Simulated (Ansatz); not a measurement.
An input for Ansatz 0.2.0 (GeSb4Te7 (P-3m1)):

```yaml
crystal:
  lattice:
    - [4.2893002584, 0.0, 0.0]
    - [-2.1446501292, 3.7146429882, 0.0]
    - [0.0, 0.0, 24.63777845]
  atoms:
    - { symbol: Ge, position: [0.0, 0.0, 0.5] }
    - { symbol: Sb, position: [0.66666667, 0.33333333, 0.91889862] }
    - { symbol: Sb, position: [0.33333333, 0.66666667, 0.3497515] }
    - { symbol: Sb, position: [0.33333333, 0.66666667, 0.08110138] }
    - { symbol: Sb, position: [0.66666667, 0.33333333, 0.6502485] }
    - { symbol: Te, position: [0.33333333, 0.66666667, 0.84973187] }
    - { symbol: Te, position: [0.66666667, 0.33333333, 0.15026813] }
    - { symbol: Te, position: [0.0, 0.0, 0.71897829] }
    - { symbol: Te, position: [0.66666667, 0.33333333, 0.4313943] }
    - { symbol: Te, position: [0.33333333, 0.66666667, 0.5686057] }
    - { symbol: Te, position: [0.0, 0.0, 0.0] }
    - { symbol: Te, position: [0.0, 0.0, 0.28102171] }
kpoints:
  mp_grid: { grid: [12, 12, 2] }
hamiltonian:
  xc: pbe
  pseudopotentials: { kind: paw, azcp: { folder: soft_1 } }
scf:
  occupations: { method: fixed }
  n_extra_bands: 146
output:
  optics: { e_range: [0, 15], de: 0.05, sigma: 0.15, scissors: 0.176 }
```

```sh
ansatz run input.yaml --threads 2 --pin off --max-ram 92160MiB --backend cuda --events-out ev --progress --plain --runs-dir out --devices 1 --max-vram 13GiB
```

Estimate wall time and host memory on 1 × NVIDIA H100 80GB HBM3 (shared by 6 runs) with 2 threads of AMD EPYC 7R13 (Zen 3), shared host.

It took 5.9 min; on shared hardware allow 3 min to 12 min. Peak host memory was 6.6 GiB.

[Paths, hosts, dates, memory and timing lines, banners, echoed tables and standing remarks are left out of the program output.]

[Logs are printed without paths, hosts, clocks, repeated set-up lines and the standing remarks that a program may print on its own settings, such as how far it seeks lower states.]

[Runs of the session that timed out or met a known fault of the program may be left out.]

[Cells called generated may have been cut or substituted from an entry of the Crystallography Open Database or the Materials Project.]

[Hosts, paths, dates, database ids (printed as entryN), source tags and the programs' standing remarks are cut or masked in the printed files.]
